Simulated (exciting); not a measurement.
# Electron–core-hole interaction in the Sr L₃ spectrum of SrO, part 2 of 2

Aim: the Sr L₃ absorption edge of SrO with the electron–hole interaction treated explicitly, and what each term of the kernel does.

exciting sodium; X-ray absorption, core-level Bethe-Salpeter equation, exchange and statically screened direct term, Tamm-Dancoff, all-electron LAPW+lo PBE.

So far. Step 5 (Independent particles): Maxima (height): 5.7 eV (0.56), 7.4 eV (0.56), 12.8 eV (0.22), 17.5 eV (0.24) and 24.7 eV (0.25). Against the singlet run the r.m.s. difference is 94 %. Moving the earlier curve by +6.4 eV leaves 36 %. The highest maximum lies at 5.7 eV (0.56), against 1.0 eV (1.00). Step 6 (Exchange alone): Maxima (height): 5.7 eV (0.56), 7.4 eV (0.56), 12.8 eV (0.22), 17.5 eV (0.24) and 24.7 eV (0.25). The spectrum is that of the independent-particle run within 1 %.

The database entry behind the starting cell differs from later determinations by our own check (about 0.5 % short), so it need not match the best structure at ambient conditions.

## Step 8: Coarser mesh

Changed against the first singlet run: k mesh from 4×4×4 to 2×2×2.

Contents of input.xml:

```
<input>
  <title>SrO</title>
  <structure speciespath="." autormt="false" epslat="1.0e-5">
    <crystal>
      <basevect>0.0000000000 4.8496041527 4.8496041527</basevect>
      <basevect>4.8496041527 0.0000000000 4.8496041527</basevect>
      <basevect>4.8496041527 4.8496041527 0.0000000000</basevect>
    </crystal>
    <species speciesfile="Sr.xml" rmt="2.464">
      <atom coord="0.5000000000 0.5000000000 0.5000000000"/>
    </species>
    <species speciesfile="O.xml" rmt="2.240">
      <atom coord="0.0000000000 0.0000000000 0.0000000000"/>
    </species>
  </structure>
  <groundstate do="skip" xctype="GGA_PBE" ngridk="5 5 5" rgkmax="7" gmaxvr="14" nempty="8" swidth="0.001" maxscl="100" epsengy="1e-5"/>
  <xs xstype="BSE" ngridk="2 2 2" ngridq="2 2 2" vkloff="0.097 0.273 0.493" rgkmax="7" nempty="24" gqmax="3" lmaxapwwf="5" lmaxemat="3" broad="0.02536" tevout="true">
    <energywindow intv="68.974 70.591" points="439"/>
    <screening screentype="full" nempty="40"/>
    <BSE xas="true" xasspecies="1" xasatom="1" xasedge="L3" bsetype="singlet" nstlxas="1 20"/>
    <qpointset>
      <qpoint>0 0 0</qpoint>
    </qpointset>
    <plan>
      <doonly task="xsgeneigvec"/>
      <doonly task="writepmatxs"/>
      <doonly task="scrgeneigvec"/>
      <doonly task="scrwritepmat"/>
      <doonly task="screen"/>
      <doonly task="scrcoulint"/>
    </plan>
  </xs>
</input>
```

Contents of input.xml for the exchange start (cutoff and plan only):

```
  gqmax="2"
  <plan>
    <doonly task="exccoulint"/>
  </plan>
```

Contents of input.xml for the last start (plan only):

```
  <plan>
    <doonly task="bse"/>
  </plan>
```

On the command line:

```
$ OMP_NUM_THREADS=1 mpirun -n 2 exciting
$ OMP_NUM_THREADS=1 mpirun -n 2 exciting
$ OMP_NUM_THREADS=2 exciting
```

Numbers of over 12 decimals in the logs are rounded to 6 here.

What it wrote:

```text
| EXCITING SODIUM started for task xsgeneigvec ( 301)                          =
One-shot GS runs for BSE calculations
One-shot GS runs for k+qmt/2 grids
Info(xsgeneigvec): Generating eigenvectors for Q-point      1
Info(xsgeneigvec): Generation of eigenvectors finished
| EXCITING SODIUM started for task writepmatxs ( 320)                          =
Info(writepmatxs): Momentum matrix elements finished
| EXCITING SODIUM started for task scrgeneigvec ( 401)                         =
One-shot GS runs for BSE calculations
One-shot GS runs for k+qmt/2 grids
[...]
Info(setup_bse_block): Setting up RR part of hamiltonian
Info(setup_bse_block): Singlet spin state
Info(bse): Diagonalizing RR Hamiltonian (TDA)
Info(bse): Invoking Lapack routine ZHEEVR
       640 eigen solutions found in the interval:
         i1=       1 i2=     640
Info(bse): Writing excition energies and oscillator strengths to text file.
Info(makespectrum_dist): Making spectrum using formula for coupling with time reversed AR basis.
Info(makespectrum_dist): Using formalism for vanishing momentum transfer.
Info(writederived): Writing quantities derived from the macroscopic dielectric function.
Info(bselauncher): Spectrum finished for iqmt=  1
Info(bselauncher): All done for BSE type singlet
```

It took 56 s on 2 MPI ranks of Arm Neoverse V1, shared host.

These settings are cheaper. The spectrum differs from the singlet run by 12 % r.m.s. The highest maximum lies at 1.2 eV (0.97), against 1.0 eV (1.00). The first bright state moves from -1.47 to -1.56 eV. The lowest bare transition of this run lies at 0.70 eV, against 0.05. A coarse mesh samples few band energies, and it inflates the long-range part of the attraction.

```
E (eV)  first run  this run
  -6.0       0.03      0.03
  -5.0       0.04      0.04
  -4.0       0.07      0.07
  -3.0       0.16      0.14
  -2.0       0.49      0.40
  -1.0       0.66      0.75
   0.0       0.58      0.54
   1.0       1.00      0.93
   2.0       0.51      0.58
   3.0       0.32      0.33
   4.0       0.24      0.25
   5.0       0.19      0.22
   6.0       0.17      0.14
   7.0       0.13      0.13
   8.0       0.12      0.13
   9.0       0.11      0.10
  10.0       0.11      0.14
  11.0       0.14      0.16
  12.0       0.13      0.13
  13.0       0.11      0.10
  14.0       0.10      0.10
  15.0       0.11      0.15
  16.0       0.18      0.14
  17.0       0.12      0.12
  18.0       0.11      0.12
  19.0       0.11      0.13
  20.0       0.12      0.12
  21.0       0.14      0.11
  22.0       0.15      0.15
  23.0       0.14      0.14
  24.0       0.12      0.09
```

## Step 9: From independent particles to the full kernel

```csv
level,curve passes 0.15 (eV),highest maximum (eV),its height
IP,1.8,5.7,0.56
RPA,1.8,5.7,0.56
singlet,-3.0,1.0,1.00
```

| E (eV) | IP | RPA | singlet |
| --- | --- | --- | --- |
| -6.0 | 0.01 | 0.01 | 0.03 |
| -5.0 | 0.01 | 0.01 | 0.04 |
| -4.0 | 0.01 | 0.01 | 0.07 |
| -3.0 | 0.01 | 0.01 | 0.16 |
| -2.0 | 0.02 | 0.02 | 0.49 |
| -1.0 | 0.03 | 0.03 | 0.66 |
| 0.0 | 0.06 | 0.06 | 0.58 |
| 1.0 | 0.10 | 0.10 | 1.00 |
| 2.0 | 0.17 | 0.17 | 0.51 |
| 3.0 | 0.23 | 0.23 | 0.32 |
| 4.0 | 0.30 | 0.30 | 0.24 |
| 5.0 | 0.44 | 0.44 | 0.19 |
| 6.0 | 0.55 | 0.55 | 0.17 |
| 7.0 | 0.55 | 0.55 | 0.13 |
| 8.0 | 0.51 | 0.51 | 0.12 |
| 9.0 | 0.30 | 0.30 | 0.11 |
| 10.0 | 0.21 | 0.21 | 0.11 |
| 11.0 | 0.17 | 0.17 | 0.14 |
| 12.0 | 0.18 | 0.18 | 0.13 |
| 13.0 | 0.22 | 0.22 | 0.11 |
| 14.0 | 0.17 | 0.17 | 0.10 |
| 15.0 | 0.13 | 0.13 | 0.11 |
| 16.0 | 0.12 | 0.12 | 0.18 |
| 17.0 | 0.21 | 0.21 | 0.12 |
| 18.0 | 0.22 | 0.22 | 0.11 |
| 19.0 | 0.17 | 0.17 | 0.11 |
| 20.0 | 0.17 | 0.17 | 0.12 |
| 21.0 | 0.17 | 0.17 | 0.14 |
| 22.0 | 0.16 | 0.16 | 0.15 |
| 23.0 | 0.19 | 0.19 | 0.14 |
| 24.0 | 0.21 | 0.21 | 0.12 |

## Step 10: Summary of results

```yaml
absorber_and_edge: Sr L₃, atom 1
surroundings: 6 O at 2.57 Å (octahedral, site symmetry m-3m)
first_bright_state: -1.47 eV from the Kohn–Sham onset, on this mesh
highest_maximum: 1.0 eV
cost_of_the_bse_run: 11 min on 2 MPI ranks of Arm Neoverse V1, shared host; the last task ran on as many threads
```

What this shows: Is a core exciton bound? Yes on this mesh: the first bright state (over 5 % of the brightest) lies at -1.47 eV from the Kohn–Sham onset. Changing the half width (eV) from 0.69 to 0.17 alters the spectrum by 79 % r.m.s. Exchange alone changes the independent-particle spectrum by 0.1 % r.m.s. With 64 k points the binding energies are rough, and fine structure above the first lines is partly noise of the mesh. The kernel cutoff is low for a compact core orbital, so the effect of exchange is a lower bound. The zero comes from the unshifted 5×5×5 ground-state mesh; it is exact only where the band minimum lies on that mesh. The conduction states carry no spin here, so the exchange coupling to the spinor core hole is only partly held. This core level is treated alone, with no coupling to its spin–orbit partner. The Kohn–Sham onset, 1889 eV, is no photon energy (tabulated edge of the element: 1940 eV): the scale needs a rigid shift. Bands and screening come from semilocal DFT, whose small gap overscreens. Vibrations and energy-dependent lifetimes are left out. The structure is a published determination, not relaxed.

[Banner, clock and machine lines of the logs are left out without a mark of their own.]

[Logs are printed without paths, hosts, clocks, repeated set-up lines and the standing remarks that a program may print on its own settings, such as how far it seeks lower states.]

[Hosts, paths, dates, database ids (printed as entryN), source tags and the programs' standing remarks are cut or masked in the printed files.]
